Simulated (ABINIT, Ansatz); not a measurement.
**Cs2H6Pt (Fm-3m): changed settings of a GW run in ABINIT**

Aim: change inputs of a GW run on Cs2H6Pt (Fm-3m) and see what moves.

Main program and level: ABINIT 10.8.3; LDA and many-body steps on it, plane waves.

## Step 1: Starting point

The structure is cubic, space group Fm-3m (No. 225). The conventional cell has a = 8.972 Å, b = 8.972 Å, c = 8.972 Å, α = 90.00°, β = 90.00°, γ = 90.00°. Nearest to Cs lie 12 H at 3.23 Å. H has 1 Pt at 1.64 Å and 4 H at 2.32 Å and 4 Cs at 3.23 Å nearest. Pt has 6 H at 1.64 Å nearest. Farther neighbours are not listed.

The cell and positions are those that the Materials Project relaxed with its own functionals (PBE, PBE+U or r2SCAN), kept fixed. Spin-orbit coupling is left out unless a step names it.

## Step 2: Screening, 2×2×2 mesh, 140 bands, screening to 114.3 eV

This step: ABINIT 10.8.3; RPA screening on LDA, plane waves, norm-conserving pseudopotentials.

The RPA dielectric matrix is built and inverted for each q.

Input file run.abi:

```
acell 3*1.0 Angstrom
rprim 
  0.000000000000 4.486174700000 4.486174700000
  4.486174700000 0.000000000000 4.486174700000
  4.486174700000 4.486174700000 0.000000000000
ntypat 3
znucl 55 1 78
natom 9
typat 1 1 2 2 2 2 2 2 3
xred 
  0.750000000000 0.750000000000 0.750000000000
  0.250000000000 0.250000000000 0.250000000000
  0.816861770000 0.816861770000 0.183138230000
  0.183138230000 0.816861770000 0.183138230000
  0.816861770000 0.183138230000 0.183138230000
  0.183138230000 0.183138230000 0.816861770000
  0.816861770000 0.183138230000 0.816861770000
  0.183138230000 0.816861770000 0.816861770000
  0.000000000000 0.000000000000 0.000000000000
pp_dirpath "pseudos"
pseudos "Cs.upf, H.upf, Pt.upf"
ecut 34
ngkpt 2 2 2
nshiftk 1
shiftk 0 0 0
kptopt 1
chksymbreak 0
istwfk *1
occopt 1
irdwfk 1
optdriver 3
nband 140
ecuteps 4.2
inclvkb 2
awtr 1
symchi 1
indata_prefix "in"
outdata_prefix "out"
tmpdata_prefix "tmp"
```

Command:

```sh
OMP_NUM_THREADS=1 mpirun -n 4 abinit run.abi > log
```

Log:

```text
.Version 10.8.3 of ABINIT. v10.8.2 released Aug 2026.

 Symmetries : space group Fm -3 m (#225); Bravais cF (face-center cubic)
[... echo of the input left out ...]
== DATASET  1 ==================================================================
-   mpi_nproc: 4, omp_nthreads: 1 (-1 if OMP is not activated)

--- !DatasetInfo
iteration_state: {dtset: 1, }
dimensions: {natom: 9, nkpt: 3, mband: 140, nsppol: 1, nspinor: 1, nspden: 1, mpw: 11618, }
cutoff_energies: {ecut:  34.0, pawecutdg:  -1.0, }
electrons: {nelect:   4.20000000E+01, charge:   0.00000000E+00, occopt:   1.00000000E+00, tsmear:   1.00000000E-02, }

 SCREENING: Calculation of the susceptibility and dielectric matrices

 Based on a program developped by R.W. Godby, V. Olevano, G. Onida, and L. Reining.
 Incorporated in ABINIT by V. Olevano, G.-M. Rignanese, and M. Torrent.
.Using double precision arithmetic ; gwpc =  8

[... cell and pseudopotentials left out ...]
--------------------------------------------------------------------------------

 ==== K-mesh for the wavefunctions ====
 Number of points in the irreducible wedge :     3
[... list of points left out ...]
 Together with 48 symmetry operations and time-reversal symmetry
 yields     8 points in the full Brillouin Zone.

 ==== Q-mesh for the screening function ====
 Number of points in the irreducible wedge :     3
[... list of points left out ...]
 Together with 48 symmetry operations and time-reversal symmetry
 yields     8 points in the full Brillouin Zone.

 setmesh: FFT mesh size selected  =    45x   45x   45
          total number of points  =        91125

 vcoul_init : cutoff-mode = AUXILIARY_FUNCTION
 q-points for optical limit:   1
     1)      0.000010    0.000020    0.000030

- screening: taking advantage of time-reversal symmetry
- Maximum band index for partially occupied states nbvw = 21
- Remaining bands to be divided among processors   nbcw = 119
- Number of bands treated by each node ~29

 Number of electrons calculated from density =   42.0000; Expected =   42.0000
 average of density, n =  0.034466
 r_s =    1.9062
 omega_plasma =   17.9082 [eV]

 calculating chi0 at frequencies [eV] :
  1    0.000000E+00    0.000000E+00
  2    0.000000E+00    1.790823E+01

--------------------------------------------------------------------------------
  q-point number  1        q = ( 0.000000, 0.000000, 0.000000) [r.l.u.]
--------------------------------------------------------------------------------
[... chi0 elements left out ...]
 For q-point:  0.000010 0.000020 0.000030
  dielectric constant =   2.7677
  dielectric constant without local fields =   3.5872

  Average fulfillment of the sum rule on Im[epsilon] for q-point    1 :     65.26  [%]
[... wings left out ...]
  q-point number  2        q = ( 0.500000, 0.000000, 0.000000) [r.l.u.]
--------------------------------------------------------------------------------
[... chi0 elements left out ...]
  Average fulfillment of the sum rule on Im[epsilon] for q-point    2 :     72.78  [%]

 [... 1 further q-points ...]
```

Wall time 42 s (4 MPI ranks of Arm Neoverse V1, shared host); peak memory 2.2 GiB.

Numbers from this step:

```yaml
eps_infinity_with_local_fields_on_this_mesh_along_the_program_s_q_direction: 2.768
the_same_without_local_fields: 3.587
plasma_frequency: 17.91 eV
plane_waves_in_the_screening_matrix: 531
```

Local fields lower ε∞ by 23 %. On a Γ-centred mesh this coarse the value itself is usually too large, while a short band sum pulls it down.

## Step 3: Base

The self-energy is evaluated for the states that the input lists, and the levels follow from it, in one-shot runs by the linearised quasiparticle equation.

This step: G0W0 on LDA, plane waves, norm-conserving pseudopotentials.

Edit run.abi of step 2 so:

```diff
@@ -30,8 +30,17 @@
 irdwfk 1
-optdriver 3
+optdriver 4
 nband 140
+gwcalctyp 0
+ecutsigx 34
+symsigma 1
+nkptgw 2
+kptgw 
+  0.5000000000 0.5000000000 0.0000000000
+  0.0000000000 0.0000000000 0.0000000000
+bdgw 
+  20 23
+  19 24
 ecuteps 4.2
-inclvkb 2
-awtr 1
-symchi 1
+irdscr 1
+ppmodel 1
 indata_prefix "in"
```

Log:

```text
.Version 10.8.3 of ABINIT. v10.8.2 released Aug 2026.

 Symmetries : space group Fm -3 m (#225); Bravais cF (face-center cubic)
[... echo of the input left out ...]
== DATASET  1 ==================================================================
-   mpi_nproc: 4, omp_nthreads: 1 (-1 if OMP is not activated)

--- !DatasetInfo
iteration_state: {dtset: 1, }
dimensions: {natom: 9, nkpt: 3, mband: 140, nsppol: 1, nspinor: 1, nspden: 1, mpw: 11618, }
cutoff_energies: {ecut:  34.0, pawecutdg:  -1.0, }
electrons: {nelect:   4.20000000E+01, charge:   0.00000000E+00, occopt:   1.00000000E+00, tsmear:   1.00000000E-02, }

 SIGMA: Calculation of the GW corrections

 Based on a program developped by R.W. Godby, V. Olevano, G. Onida, and L. Reining.
 Incorporated in ABINIT by V. Olevano, G.-M. Rignanese, and M. Torrent.
.Using double precision arithmetic ; gwpc =  8

[... cell and pseudopotentials left out ...]
--------------------------------------------------------------------------------

 ==== K-mesh for the wavefunctions ====
 Number of points in the irreducible wedge :     3
[... list of points left out ...]
 Together with 48 symmetry operations and time-reversal symmetry
 yields     8 points in the full Brillouin Zone.

 ==== Q-mesh for screening function ====
 Number of points in the irreducible wedge :     3
[... list of points left out ...]
 Together with 48 symmetry operations and time-reversal symmetry
 yields     8 points in the full Brillouin Zone.

 vcoul_init : cutoff-mode = AUXILIARY_FUNCTION
 q-points for optical limit:   1
     1)      0.000010    0.000020    0.000030
 setmesh: FFT mesh size selected  =    64x   64x   64
          total number of points  =       262144

 Number of electrons calculated from density =   42.0000; Expected =   42.0000
 average of density, n =  0.034466
 r_s =    1.9062
 omega_plasma =   17.9082 [eV]

 === KS Band Gaps ===
  >>>> For spin  1
   Minimum direct gap =   3.6197 [eV], located at k-point      :   0.5000  0.5000  0.0000
   Fundamental gap    =   3.6197 [eV], Top of valence bands at :   0.5000  0.5000  0.0000
                                       Bottom of conduction at :   0.5000  0.5000  0.0000
 SIGMA fundamental parameters:
 PLASMON POLE MODEL  1
 number of plane-waves for SigmaX                11575
 number of plane-waves for SigmaC and W            531
 number of plane-waves for wavefunctions         11575
 number of bands                                   140
 number of independent spin polarizations            1
 number of spinorial components                      1
 number of k-points in IBZ                           3
 number of q-points in IBZ                           3
 number of symmetry operations                      48
 number of k-points in BZ                            8
 number of q-points in BZ                            8
 number of frequencies for dSigma/dE                 9
 frequency step for dSigma/dE [eV]                0.25
 number of omega for Sigma on real axis              0
 max omega for Sigma on real axis  [eV]           0.00
 zcut for avoiding poles [eV]                     0.10

 EPSILON^-1 parameters (SCR file):
 dimension of the eps^-1 matrix on file            531
 dimension of the eps^-1 matrix used               531
 number of plane-waves for wavefunctions         11575
 number of bands                                   140
 number of q-points in IBZ                           3
 number of frequencies                               2
 number of real frequencies                          1
 number of imag frequencies                          1

 matrix elements of self-energy operator (all in [eV])

 Perturbative Calculation

--- !SelfEnergy_ee
iteration_state: {dtset: 1, }
kpoint     : [   0.500,    0.500,    0.000, ]
spin       : 1
KS_gap     :    3.620
QP_gap     :    5.728
Delta_QP_KS:    2.108
data: !SigmaeeData |
     Band     E0 <VxcDFT>   SigX SigC(E0)      Z dSigC/dE  Sig(E)    E-E0       E
       20   0.336 -11.632 -14.548   1.844   0.814  -0.229 -12.504  -0.873  -0.536
       21   0.336 -11.632 -14.548   1.844   0.814  -0.229 -12.504  -0.873  -0.536
       22   3.956  -8.855  -5.241  -2.169   0.855  -0.170  -7.620   1.235   5.191
       23   5.729  -8.392  -4.051  -2.682   0.857  -0.166  -6.969   1.422   7.151

--- !SelfEnergy_ee
iteration_state: {dtset: 1, }
kpoint     : [   0.000,    0.000,    0.000, ]
spin       : 1
KS_gap     :    4.672
QP_gap     :    6.687
Delta_QP_KS:    2.016
data: !SigmaeeData |
     Band     E0 <VxcDFT>   SigX SigC(E0)      Z dSigC/dE  Sig(E)    E-E0       E
       19  -0.196 -10.896 -13.856   1.848   0.812  -0.232 -11.798  -0.902  -1.098
       20  -0.196 -10.896 -13.856   1.848   0.812  -0.232 -11.798  -0.902  -1.098
       21  -0.196 -10.896 -13.856   1.848   0.812  -0.232 -11.798  -0.902  -1.098
       22   4.475  -6.657  -2.750  -2.619   0.865  -0.156  -5.543   1.114   5.589
       23   4.998 -10.532  -6.242  -2.392   0.847  -0.180  -8.924   1.609   6.606
       24   4.998 -10.532  -6.242  -2.392   0.847  -0.180  -8.924   1.609   6.606

== END DATASET(S) ==============================================================
================================================================================

 -outvars: echo values of variables after computation  --------
           etotal      0.0000000000E+00
            nband         140
             nkpt           3
          spgroup         225
 [... the other variables as echoed above ...]

 Calculation completed.
```

Elapsed: 22 s, on 4 MPI ranks; peak memory 1.6 GiB; 87 s of CPU time.

Numbers from this step:

```yaml
g0w0_gap_on_the_points_computed: 5.727 eV
starting_gap_on_the_mesh: 3.620 eV
k_of_the_valence_top: 0.5, 0.5, 0
k_of_the_conduction_bottom: 0.5, 0.5, 0
z_at_the_valence_top: 0.814
z_at_the_conduction_bottom: 0.855
least_direct_g0w0_gap_on_the_computed_points: 5.727 eV
```

The gap on the mesh goes from 3.62 eV to 5.73 eV, a correction of +2.11 eV.

## Step 4: Exchange cutoff

Edit run.abi of step 3 so:

```diff
@@ -33,3 +33,3 @@
 gwcalctyp 0
-ecutsigx 34
+ecutsigx 5.1
 symsigma 1
```

Log:

```text
.Version 10.8.3 of ABINIT. v10.8.2 released Aug 2026.

 Symmetries : space group Fm -3 m (#225); Bravais cF (face-center cubic)
[... echo of the input left out ...]
== DATASET  1 ==================================================================
-   mpi_nproc: 4, omp_nthreads: 1 (-1 if OMP is not activated)

--- !DatasetInfo
iteration_state: {dtset: 1, }
dimensions: {natom: 9, nkpt: 3, mband: 140, nsppol: 1, nspinor: 1, nspden: 1, mpw: 11618, }
cutoff_energies: {ecut:  34.0, pawecutdg:  -1.0, }
electrons: {nelect:   4.20000000E+01, charge:   0.00000000E+00, occopt:   1.00000000E+00, tsmear:   1.00000000E-02, }

 SIGMA: Calculation of the GW corrections

 Based on a program developped by R.W. Godby, V. Olevano, G. Onida, and L. Reining.
 Incorporated in ABINIT by V. Olevano, G.-M. Rignanese, and M. Torrent.
.Using double precision arithmetic ; gwpc =  8

[... cell and pseudopotentials left out ...]
--------------------------------------------------------------------------------

 ==== K-mesh for the wavefunctions ====
 Number of points in the irreducible wedge :     3
[... list of points left out ...]
 Together with 48 symmetry operations and time-reversal symmetry
 yields     8 points in the full Brillouin Zone.

 ==== Q-mesh for screening function ====
 Number of points in the irreducible wedge :     3
[... list of points left out ...]
 Together with 48 symmetry operations and time-reversal symmetry
 yields     8 points in the full Brillouin Zone.

 vcoul_init : cutoff-mode = AUXILIARY_FUNCTION
 q-points for optical limit:   1
     1)      0.000010    0.000020    0.000030
 setmesh: FFT mesh size selected  =    45x   45x   45
          total number of points  =        91125

 Number of electrons calculated from density =   42.0000; Expected =   42.0000
[...]
number of omega for Sigma on real axis              0
 max omega for Sigma on real axis  [eV]           0.00
 zcut for avoiding poles [eV]                     0.10

 EPSILON^-1 parameters (SCR file):
 dimension of the eps^-1 matrix on file            531
 dimension of the eps^-1 matrix used               531
 number of plane-waves for wavefunctions         11575
 number of bands                                   140
 number of q-points in IBZ                           3
 number of frequencies                               2
 number of real frequencies                          1
 number of imag frequencies                          1

 matrix elements of self-energy operator (all in [eV])

 Perturbative Calculation

--- !SelfEnergy_ee
iteration_state: {dtset: 1, }
kpoint     : [   0.500,    0.500,    0.000, ]
spin       : 1
KS_gap     :    3.620
QP_gap     :    6.017
Delta_QP_KS:    2.397
data: !SigmaeeData |
     Band     E0 <VxcDFT>   SigX SigC(E0)      Z dSigC/dE  Sig(E)    E-E0       E
       20   0.336 -11.632 -14.326   1.844   0.814  -0.229 -12.323  -0.692  -0.355
       21   0.336 -11.632 -14.326   1.844   0.814  -0.229 -12.323  -0.692  -0.355
       22   3.956  -8.855  -4.691  -2.169   0.855  -0.170  -7.149   1.706   5.661
[...]
--- !SelfEnergy_ee
iteration_state: {dtset: 1, }
kpoint     : [   0.000,    0.000,    0.000, ]
spin       : 1
KS_gap     :    4.672
QP_gap     :    6.643
Delta_QP_KS:    1.972
data: !SigmaeeData |
     Band     E0 <VxcDFT>   SigX SigC(E0)      Z dSigC/dE  Sig(E)    E-E0       E
[...]
23   4.998 -10.532  -5.566  -2.392   0.847  -0.180  -8.351   2.181   7.179
       24   4.998 -10.532  -5.566  -2.392   0.847  -0.180  -8.351   2.181   7.179

== END DATASET(S) ==============================================================
================================================================================

 -outvars: echo values of variables after computation  --------
           etotal      0.0000000000E+00
            nband         140
             nkpt           3
          spgroup         225
 [... the other variables as echoed above ...]

 Calculation completed.
```

Run time: 22 s. Hardware: 4 MPI ranks; peak memory 1.5 GiB; 87 s of CPU time.

Numbers from this step:

| Item | Value |
| --- | --- |
| G0W0 gap on the points computed | 6.016 eV |
| starting gap on the mesh | 3.620 eV |
| k of the valence top | 0.5, 0.5, 0 |
| k of the conduction bottom | 0.5, 0.5, 0 |
| Z at the valence top | 0.814 |
| Z at the conduction bottom | 0.855 |
| least direct G0W0 gap on the computed points | 6.016 eV |

[end of part 1 of 2]

[Paths, hosts, dates, memory and timing lines, banners, echoed tables and standing remarks are left out of the program output.]

[Logs are printed without paths, hosts, clocks, repeated set-up lines and the standing remarks that a program may print on its own settings, such as how far it seeks lower states.]

[Runs of the session that timed out or met a known fault of the program may be left out.]

[Hosts, paths, dates, database ids (printed as entryN), source tags and the programs' standing remarks are cut or masked in the printed files.]

[G0W0 gaps are taken among the corrected bands and points alone; a level outside them can change the order at an edge.]

[Where Ansatz stands beside ABINIT at settings called matched, ABINIT's density can come from a denser mesh and the files from another edition; pairs whose starting gaps differed by over 0.03 eV were left out, so agreement reads better than it is.]
